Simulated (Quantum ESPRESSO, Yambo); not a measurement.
# Excitons of ZrSe3 (P2_1/m) on ever denser meshes, part 2 of 3

Aim: follow the lowest exciton of ZrSe3 (P2_1/m) as the mesh is refined.

Quantum ESPRESSO 7.5 and Yambo 5.3.0; PBEsol and many-body steps on it, plane waves. Known limits of the many-body steps: not at the basis limit; no spin-orbit coupling in some runs; coarse k mesh; bindings not settled in the k mesh.

So far. Step 4 (Screening and self-energy, 2×4×2 mesh, 236 bands …): The gap on the mesh goes from 0.33 eV to 0.92 eV, a correction of +0.59 eV. Step 5 (Empty states on the mesh, 2×4×2 mesh, 256 bands): On this mesh the gap is 0.270 eV.

### Step 7. Excitons

Light makes an electron and a hole together. The Bethe-Salpeter equation adds their screened attraction and their exchange, in a window of bands around the gap.

This step: Bethe-Salpeter equation on PBEsol with a scissors shift with spin-orbit coupling, plane waves, norm-conserving pseudopotentials.

bse3.in

```
optics
bss
bse
em1s
dipoles
rim_cut
RandQpts= 1000000
RandGvec= 1 RL
Chimod= "HARTREE"
BSKmod= "SEX"
BSEmod= "resonant"
BSSmod= "d"
BSENGexx= 20 Ry
BSENGBlk= 4 Ry
% BSEQptR
 1 | 1 |
%
% BSEBands
 157 | 176 |
%
% BEnRange
 0 | 3 | eV
%
% BDmRange
 0.1 | 0.1 | eV
%
BEnSteps= 61
% BLongDir
 1 | 0 | 0 |
%
% BndsRnXs
 125 | 256 |
%
NGsBlkXs= 4 Ry
% LongDrXs
 1 | 1 | 1 |
%
% KfnQP_E
 0.618 | 1.0 | 1.0 |
%
WRbsWF
FFTGvecs= 47 Ry
```

Started as:

```sh
OMP_NUM_THREADS=4 mpirun -n 4 yambo -F bse3.in -J bse3 -C bse3 > bse3.log
```

The program printed:

```text
 Yambo, version 5.3.0

 [02] CORE Variables Setup
 =========================

  [... cell, symmetries and grids as in the set-up ...]

  [02.05] Energies & Occupations
  ==============================

  [X] === General ===
  [X] Electronic Temperature                        :  0.000000  0.000000 [eV K]
  [X] Bosonic    Temperature                        :  0.000000  0.000000 [eV K]
  [X] Finite Temperature mode                       : no
  [X] El. density                                   :  0.88451E+24 [cm-3]
  [X] Fermi Level                                   :  10.58657 [eV]

  [X] === Gaps and Widths ===
  [X] Conduction Band Min                           :  0.270407 [eV]
  [X] Valence Band Max                              :  0.000000 [eV]
  [X] Filled Bands                                  :  168
  [X] Empty Bands                                   :  169  256
  [X] Direct Gap                                    :  0.510750 [eV]
  [X] Direct Gap localized at k                     :  2
  [X] Indirect Gap                                  :  0.270407 [eV]
  [X] Indirect Gap between kpts                     :   1   7
  [X] Last valence band width                       :  1.483934 [eV]
  [X] 1st conduction band width                     :  2.096334 [eV]

 [03] Transferred momenta grid and indexing
 ==========================================

 [BZ sampling] Q-grid is User defined and/or read from the database

 IBZ Q-points                                      :  12
 BZ  Q-points                                      :  16

 K/Q-points units:
 rlu = crystal or reduced units; cc = cartesian coordinates; iku = interal k-units

 Q [ 1]         [rlu]:  0.000000  0.000000  0.000000
 Q [ 2]         [rlu]: -0.49964E-17   0.0000     -0.50000
 Q [ 3]         [rlu]:  0.000000  0.250000  0.000000
 Q [ 4]         [rlu]: -0.49964E-17  0.25000     -0.50000
 Q [ 5]         [rlu]:  0.000000 -0.500000  0.000000
 Q [ 6]         [rlu]: -0.49964E-17 -0.50000     -0.50000
 Q [ 7]         [rlu]: -0.50000       0.0000      0.59754E-16
 Q [ 8]         [rlu]:  0.500000  0.000000 -0.500000
 Q [ 9]         [rlu]: -0.50000      0.25000      0.59754E-16
 Q [10]         [rlu]:  0.500000  0.250000 -0.500000
 Q [11]         [rlu]: -0.50000     -0.50000      0.59754E-16
 Q [12]         [rlu]:  0.500000  0.500000 -0.500000

  [03.01] X + BSE indexes
  =======================

   [03.01.01] Sigma indexes
   ========================

 [04] Coloumb potential Random Integration (RIM)
 ===============================================

  [04.01] RIM initialization
  ==========================

  * Diagonal components only detected *

  8 x (sBL volume)        :  0.096762 [a.u.]
  sBZ random points       :  1000000
  Points outside the sBZ  :   7993225
  RL volume               :  0.193525 [a.u.]
  Integrated volume       :  0.193689 [a.u.]

  [04.02] RIM integrals
  =====================

  Gamma point sphere radius             :  0.083276 [a.u.]
  Points outside the sphere             :   799794
  [Int_sBZ(q=0) 1/q^2]*(Vol_sBZ)^(-1/3) =:  7.483392
                                 should be <:  7.795600

  Summary of Coulomb integrals for non-metallic bands |Q|[au] RIM/Bare

  Q [1] 0.100000E-4 0.959951 * Q [2] 0.177544 0.867115
  Q [3] 0.221732 1.005740 * Q [4] 0.284055 0.994780
  Q [7] 0.309880 1.179383 * Q [8] 0.336486 1.132517
  Q [9] 0.381039 1.091490 * Q [10] 0.402974 1.072616
  Q [5] 0.443464 1.007706 * Q [6] 0.477685 1.004426
  Q [11] 0.541005 1.025187 * Q [12] 0.556672 1.022218

 [05] External/Internal QP corrections
 =====================================

 [QP_apply] Action to be applied: USER defined scissor

  [05.01]  QP corrections report
  ==============================

  [K+QP] === General ===
  [K+QP] Electronic Temperature                     :  0.000000  0.000000 [eV K]
  [K+QP] Bosonic    Temperature                     :  0.000000  0.000000 [eV K]
  [K+QP] Finite Temperature mode                    : no
  [K+QP] El. density                                :  0.88451E+24 [cm-3]
[...]
[coarse-grid] Minimum Gap Correction  [ev]:  0.618000

  Eqp @ K [ 1]
  -207.6506 -207.6506 -207.6506 -207.6506 -207.6365 -207.6365 -207.6365 -207.6365
  -206.8590 -206.8590 -206.8590 -206.8590 -151.3263 -151.3263 -151.3263 -151.3263
  -151.3118 -151.3118 -151.3118 -151.3118 -150.5317 -150.5317 -150.5317 -150.5317
  -145.5282 -145.5282 -145.5282 -145.5282 -145.5144 -145.5144 -145.5144 -145.5144
  -145.3730 -145.3730 -145.3730 -145.3730 -145.3575 -145.3575 -145.3575 -145.3575
  -144.6653 -144.6653 -144.6653 -144.6653 -144.6529 -144.6529 -144.6529 -144.6529
[...]
[... 20 further rows ...]
[...]
Eqp @ K [ 2]
[...]
[... 20 further rows ...]
[...]
Eqp @ K [ 3]
[...]
[... 20 further rows ...]
[...]
Eqp @ K [ 4]
[...]
[... 20 further rows ...]
[...]
Eqp @ K [ 5]
[...]
[... 20 further rows ...]
[...]
Eqp @ K [ 6]
[...]
[... 20 further rows ...]
[...]
Eqp @ K [ 7]
[...]
[... 20 further rows ...]
[...]
Eqp @ K [ 8]
[...]
[... 20 further rows ...]
[...]
Eqp @ K [ 9]
[...]
-47.53708 -47.53708 -47.53686 -47.53686 -47.52067 -47.52067 -47.52057 -47.52057
     [... 113 further rows ...]
   15.92146  15.92146  15.92151  15.92151  16.34461  16.34461  16.34462  16.34463
   16.97173  16.97174  16.97177  16.97177  17.40474  17.40478  17.40480  17.40484

 [06] Dipoles
 ============

  [06.01] Setup: observables and procedures
  =========================================

  [WARNING] [x,Vnl] slows the Dipoles computation. To neglect it rename the ns.kb_pp file

  [WARNING] [r,Vnl^pseudo] included in position and velocity dipoles.

  [WARNING] In case H contains other non local terms, these are neglected

 [07] Static Dielectric Matrix
 =============================

 [WR./bse3//ndb.em1s]------------------------------------------------------------
  Brillouin Zone Q/K grids (IBZ/BZ)                :  12  16  12  16
  RL vectors                                       :   6977 [WF]
  Coulomb cutoff potential                         : none
  Electronic Temperature                           :  0.000000 [K]
  Bosonic    Temperature                           :  0.000000 [K]
  Static diel. fun.  energies                      : Perdew, Burke & Ernzerhof SOL(X)+Perdew, Burke & Ernzerhof SOL(C)
  wavefunctions                                    : Perdew, Burke & Ernzerhof SOL(X)+Perdew, Burke & Ernzerhof SOL(C)
  Global Gauge                                     : length
  X matrix size                                    :  175
  X band range                                     :  125  256
  X e/h energy range                               : -1.000000 -1.000000 [eV]
  X Time ordering                                  : T
  X Hxc Kernel                                     : HARTREE
  X Drude frequency                                :  0.000000  0.000000
  X poles                                          :  100.0000 [o/o]
  RL vectors in the sum                            :   6977
  [r,Vnl] included                                 : yes
  Field direction                                  :  0.577350E-5  0.577350E-5  0.577350E-5
  BZ energy Double Grid                            : no
  BZ energy DbGd points                            : 0
  BZ Q point size factor                           : -1.000000
  X Optical Averaged directions                    : none

 [08] Bethe Salpeter Equation driver
 ===================================

  [08.01] Bethe Salpeter Equation @q1
  ===================================

   [08.01.01] Transition pre-analysis @q1
   ======================================

   [08.01.02] Transition Groups build-up @q1
   =========================================

   [BSK] Transition groups (total):  24
   [BSK] Size (resonant):  1536
   [BSK]         (total):  1536
   [BSK] N. of matrices :  1

   [08.01.03] Loading Dipoles @q1
   ==============================

   [08.01.04] Independent Particles properties @q1
   ===============================================

   ==========================================================

   [BSE] Exchange components :  1933
   [BSE] Correlation components :   175   639

    [08.01.05.01] Screened interaction header I/O
    =============================================

    [08.01.05.02] Main kernel loop
    ==============================

    [08.01.05.03] Wave-Function Phases
    ==================================

    [BSE] WF phases found       :  68.33333 [o/o]

   [08.01.06] BSE solver(s) @q1
   ============================

   [08.01.07] Diago Solver @q1
   ===========================

 [11] Game Over & Game summary
```

Elapsed: 65 s, on 4 MPI ranks of Arm Neoverse V1, shared host; peak memory 2.6 GiB.

This step gave:

- transitions in the window: 1536
- direct gap of the transition levels: 1.129 eV
- lowest state: 0.8730 eV
- first strong exciton (over a fiftieth of the strongest listed): 1.093 eV
- binding of the lowest state below the direct gap: 0.2557 eV
- Coulomb term of one mesh cell: 0.1794 eV

The binding is 1.4 times the screened Coulomb term of one mesh cell (0.18 eV), so it is not shown settled.

The lowest state lies at 0.873 eV, 0.256 eV under the direct gap.

Lines within 3 meV are set at the lowest of them, and the highest group, which the list may cut short, is left out. Exciton lines, with heights relative to the strongest:

```tsv
position (eV)	lines merged	strength, relative
0.873	2	0.0
0.881	1	0.0
0.894	1	0.0
1.020	2	1.1
1.033	1	0.0
1.052	1	0.0
1.088	2	1.6
1.093	2	100
1.098	1	0.0
1.101	1	14
1.104	1	0.0
1.136	1	0.0
1.150	3	0.0
1.156	1	0.0
1.172	3	0.2
```

Field along x; broadening 0.1 eV; transition window only. Limits: finite bands, cutoff and mesh; coarse k mesh; exciton not shown settled in the k mesh. The ε₂ by photon energy; read off at these points:

```tsv
photon energy (eV)	BSE	no electron-hole interaction
0.00	0.197	0.166
0.10	0.218	0.180
0.20	0.242	0.198
0.30	0.271	0.218
0.40	0.307	0.241
0.50	0.353	0.269
0.60	0.413	0.302
0.70	0.498	0.344
0.85	0.732	0.429
0.95	1.10	0.512
1.05	1.99	0.634
1.15	2.21	0.849
1.25	2.01	1.32
1.35	2.59	1.84
1.45	3.48	2.04
1.55	5.74	2.75
1.65	7.21	3.52
1.75	8.61	5.11
1.85	13.4	6.61
1.95	21.8	8.77
2.00	23.4	10.4
2.05	21.5	12.7
2.15	16.0	21.3
2.30	12.6	24.0
2.40	9.98	18.3
2.50	10.8	12.1
2.60	14.1	11.2
2.70	24.0	13.4
2.75	27.1	17.8
2.80	25.4	24.9
2.90	17.3	27.0
3.00	17.9	20.6
```

### Step 8. Empty states on the mesh, 4×4×2 mesh, 256 bands

This step: Quantum ESPRESSO 7.5; DFT, PBEsol with spin-orbit coupling, plane waves, norm-conserving pseudopotentials.

pw.in

```
&control
  calculation = 'nscf'
  prefix = 'x'
  outdir = 'o'
  pseudo_dir = 'pseudo'
/
&system
  ibrav = 0
  nat = 8
  ntyp = 2
  ecutwfc = 104.0
  nbnd = 256
  force_symmorphic = .true.
  noncolin = .true.
  lspinorb = .true.
/
&electrons
  conv_thr = 1e-9
  electron_maxstep = 80
  diago_full_acc = .true.
  diago_thr_init = 5e-6
/
ATOMIC_SPECIES
  Zr 91.224 Zr.upf
  Se 78.971 Se.upf
CELL_PARAMETERS angstrom
  5.4109000000 -0.0000000000 -0.0000000000
  -0.0000000000 3.7488000000 0.0000000000
  -1.2294209091 0.0000000000 9.3636349901
ATOMIC_POSITIONS crystal
  Zr 0.2850000000 0.2500000000 0.6560000000
  Zr 0.7150000000 0.7500000000 0.3440000000
  Se 0.7620000000 0.2500000000 0.5540000000
  Se 0.2380000000 0.7500000000 0.4460000000
  Se 0.4560000000 0.2500000000 0.1740000000
  Se 0.5440000000 0.7500000000 0.8260000000
  Se 0.8880000000 0.2500000000 0.1690000000
  Se 0.1120000000 0.7500000000 0.8310000000
K_POINTS automatic
  4 4 2 0 0 0
```

Started as:

```sh
OMP_NUM_THREADS=1 mpirun -n 16 pw.x -nk 4 -in pw.in > pw.out
```

The program printed:

```text
[banner, memory and clock lines left out]
Program PWSCF v.7.5 starts

     Atomic positions and unit cell read from directory:
     o/x.save/

     Message from routine setup:
     using ibrav=0 with symmetry is DISCOURAGED, use correct ibrav instead

     bravais-lattice index     =            0
     lattice parameter (alat)  =      10.2251  a.u.
     unit-cell volume          =    1281.7486 (a.u.)^3
     number of atoms/cell      =            8
     number of atomic types    =            2
     number of electrons       =       168.00
[...]
k = 0.0000 0.3608 0.0000 ( 22961 PWs)   bands (ev):

[...]
-134.7864-134.7864-134.7864-134.7864-134.7709-134.7709-134.7709-134.7709
  -134.0788-134.0788-134.0788-134.0788-134.0663-134.0663-134.0663-134.0663
[...]
[... 20 further rows ...]
    24.9789  24.9789  25.2370  25.2370  25.3589  25.3589  26.6138  26.6138
    26.6676  26.6676  26.7601  26.7601  27.4432  27.4432  27.6259  27.6263

          k = 0.0000 0.3608-0.2889 ( 22962 PWs)   bands (ev):

     [... further k-points ...]

     highest occupied, lowest unoccupied level (ev):    10.5866   10.8570

     XML data file, pseudopotentials, collected wavefunctions
```

Elapsed: 3.5 min, on 16 MPI ranks; peak memory 5.7 GiB.

Numbers from this step:

```
gap                                                           : 0.2704 eV
k of the valence top                                          : 0, 0, 0
k of the conduction bottom                                    : -0.5, 0, 0
least direct gap                                              : 0.5108 eV
k points computed                                             : 20
lowest point of the top converged band, above the valence top : 15.71 eV
```

On this mesh the gap is 0.270 eV.

### Step 9. Conversion and set-up

This step: Yambo 5.3.0; conversion and set-up on PBEsol with spin-orbit coupling, plane waves, norm-conserving pseudopotentials.

Started as:

```sh
(cd o/x.save; p2y > p2y.log; mv SAVE ../..); yambo > setup.log
```

The program printed:

```text
 Yambo, version 5.3.0

 [02] CORE Variables Setup
 =========================

  [02.01] Unit cells
  ==================

  Cell kind             :  Unknown
  Atoms in the cell     :  Zr  Se
  number of Zr atoms    :  2
  number of Se atoms    :   6

  List of atomic masses
  Mass of Zr    :  91.22400
  Mass of Se    :  78.97100

  List of atomic coordinates    : [cc]
  Zr1       :   1.39009   1.77105  11.60773  order 1
  Zr2       :  6.511756  5.313154  6.086979  order 2
  Se1       :  6.504450  1.771051  9.802867  order 3
  Se2       :  1.397400  5.313154  7.891839  order 4
[...]
Q [ 1]         [rlu]:  0.000000  0.000000  0.000000
 Q [ 2]         [rlu]: -0.49964E-17   0.0000     -0.50000
 Q [ 3]         [rlu]:  0.000000  0.250000  0.000000
[...]
Q [ 8]         [rlu]:  0.250000  0.000000 -0.500000
 Q [ 9]         [rlu]:  0.25000      0.25000     -0.20106E-16
 Q [10]         [rlu]:  0.250000  0.250000 -0.500000
     [... 8 further rows ...]
 Q [19]         [rlu]: -0.25000      0.25000      0.20106E-16
 Q [20]         [rlu]: -0.250000  0.250000  0.500000

  [03.01] X indexes
  =================

   [03.01.01] Sigma indexes
   ========================

 [06] Game Over & Game summary
```

The job ended after 14 s (1 MPI rank; peak memory 0.3 GiB).

### Step 10. k mesh (4×4×2)

This step: Bethe-Salpeter equation on PBEsol with a scissors shift with spin-orbit coupling, plane waves, norm-conserving pseudopotentials.

bse5.in, as its differences from bse3.in of step 7:

```diff
@@ -18,3 +18,3 @@
 % BSEBands
- 157 | 176 |
+ 161 | 176 |
 %
```

Started as:

```sh
OMP_NUM_THREADS=4 mpirun -n 4 yambo -F bse5.in -J bse5 -C bse5 > bse5.log
```

The program printed:

```text
 Yambo, version 5.3.0

 [02] CORE Variables Setup
 =========================

  [... cell, symmetries and grids as in the set-up ...]

  [02.05] Energies & Occupations
  ==============================

  [X] === General ===
  [X] Electronic Temperature                        :  0.000000  0.000000 [eV K]
  [X] Bosonic    Temperature                        :  0.000000  0.000000 [eV K]
  [X] Finite Temperature mode                       : no
  [X] El. density                                   :  0.88451E+24 [cm-3]
  [X] Fermi Level                                   :  10.58657 [eV]

  [X] === Gaps and Widths ===
  [X] Conduction Band Min                           :  0.270407 [eV]
  [X] Valence Band Max                              :  0.000000 [eV]
  [X] Filled Bands                                  :  168
  [X] Empty Bands                                   :  169  256
  [X] Direct Gap                                    :  0.510750 [eV]
  [X] Direct Gap localized at k                     :  2
  [X] Indirect Gap                                  :  0.270407 [eV]
  [X] Indirect Gap between kpts                     :   1  13
  [X] Last valence band width                       :  1.483934 [eV]
  [X] 1st conduction band width                     :  2.096334 [eV]

 [03] Transferred momenta grid and indexing
 ==========================================

 [BZ sampling] Q-grid is User defined and/or read from the database

 IBZ Q-points                                      :  20
 BZ  Q-points                                      :   32

 K/Q-points units:
 rlu = crystal or reduced units; cc = cartesian coordinates; iku = interal k-units

 Q [ 1]         [rlu]:  0.000000  0.000000  0.000000
 Q [ 2]         [rlu]: -0.49964E-17   0.0000     -0.50000
[...]
X matrix size                                    :  175
  X band range                                     :  125  256
  X e/h energy range                               : -1.000000 -1.000000 [eV]
  X Time ordering                                  : T
  X Hxc Kernel                                     : HARTREE
  X Drude frequency                                :  0.000000  0.000000
  X poles                                          :  100.0000 [o/o]
  RL vectors in the sum                            :   6977
  [r,Vnl] included                                 : yes
  Field direction                                  :  0.577350E-5  0.577350E-5  0.577350E-5
  BZ energy Double Grid                            : no
  BZ energy DbGd points                            : 0
  BZ Q point size factor                           : -1.000000
  X Optical Averaged directions                    : none

 [08] Bethe Salpeter Equation driver
 ===================================

  [08.01] Bethe Salpeter Equation @q1
  ===================================

   [08.01.01] Transition pre-analysis @q1
   ======================================

   [08.01.02] Transition Groups build-up @q1
   =========================================

   [BSK] Transition groups (total):   40
   [BSK] Size (resonant):  2048
   [BSK]         (total):  2048
   [BSK] N. of matrices :  1

   [08.01.03] Loading Dipoles @q1
   ==============================

   [08.01.04] Independent Particles properties @q1
   ===============================================

   ==========================================================

   [BSE] Exchange components :  1933
   [BSE] Correlation components :   175   639

    [08.01.05.01] Screened interaction header I/O
    =============================================

    [08.01.05.02] Main kernel loop
    ==============================

    [08.01.05.03] Wave-Function Phases
    ==================================

    [BSE] WF phases found       :  81.25000 [o/o]

   [08.01.06] BSE solver(s) @q1
   ============================

   [08.01.07] Diago Solver @q1
   ===========================

 [11] Game Over & Game summary
```

Wall time 2.3 min (4 MPI ranks); peak memory 3.7 GiB; 29 min of CPU time.

Numbers from this step:

| Property | Result |
| --- | --- |
| transitions in the window | 2048 |
| direct gap of the transition levels | 1.129 eV |
| lowest state | 0.9268 eV |
| first strong exciton (over a fiftieth of the strongest listed) | 1.150 eV |
| binding of the lowest state below the direct gap | 0.2020 eV |
| Coulomb term of one mesh cell | 0.1683 eV |

The binding is 1.2 times the screened Coulomb term of one mesh cell (0.17 eV), so it is not shown settled.

The lowest state lies at 0.927 eV, 0.202 eV under the direct gap.

Field along x; broadening 0.1 eV; transition window only. Limits: finite bands, cutoff and mesh; coarse k mesh; exciton not shown settled in the k mesh. The ε₂ by photon energy; read off at these points:

```tsv
photon energy (eV)	BSE	no electron-hole interaction
0.00	0.0901	0.0756
0.10	0.0992	0.0824
0.15	0.104	0.0861
0.25	0.116	0.0945
0.30	0.123	0.0992
0.40	0.138	0.110
0.50	0.158	0.123
0.55	0.170	0.130
0.65	0.199	0.147
0.75	0.239	0.169
0.80	0.266	0.182
0.90	0.347	0.215
0.95	0.412	0.236
1.05	0.665	0.295
1.15	1.11	0.401
1.20	1.14	0.493
1.30	1.11	0.801
1.40	1.38	0.957
1.45	1.58	1.02
1.55	2.39	1.35
1.60	2.87	1.54
1.70	3.86	2.07
1.80	4.75	2.93
1.85	5.71	3.23
1.95	9.57	3.99
2.05	11.9	6.17
2.10	10.3	8.08
2.20	8.47	12.2
2.25	7.51	12.2
2.35	4.69	11.0
2.45	3.96	6.53
2.50	3.84	5.30
2.60	3.88	4.06
2.70	5.45	3.32
2.75	5.37	3.63
2.85	3.94	5.20
2.90	3.64	5.15
3.00	4.64	4.30
```

The window of bands is narrower than in the first exciton run, so this row is not like for like with it.

[end of part 2 of 3]

[Paths, hosts, dates, memory and timing lines, banners, echoed tables and standing remarks are left out of the program output.]

[Logs are printed without paths, hosts, clocks, repeated set-up lines and the standing remarks that a program may print on its own settings, such as how far it seeks lower states.]

[Runs of the session that timed out or met a known fault of the program may be left out.]

[Hosts, paths, dates, database ids (printed as entryN), source tags and the programs' standing remarks are cut or masked in the printed files.]
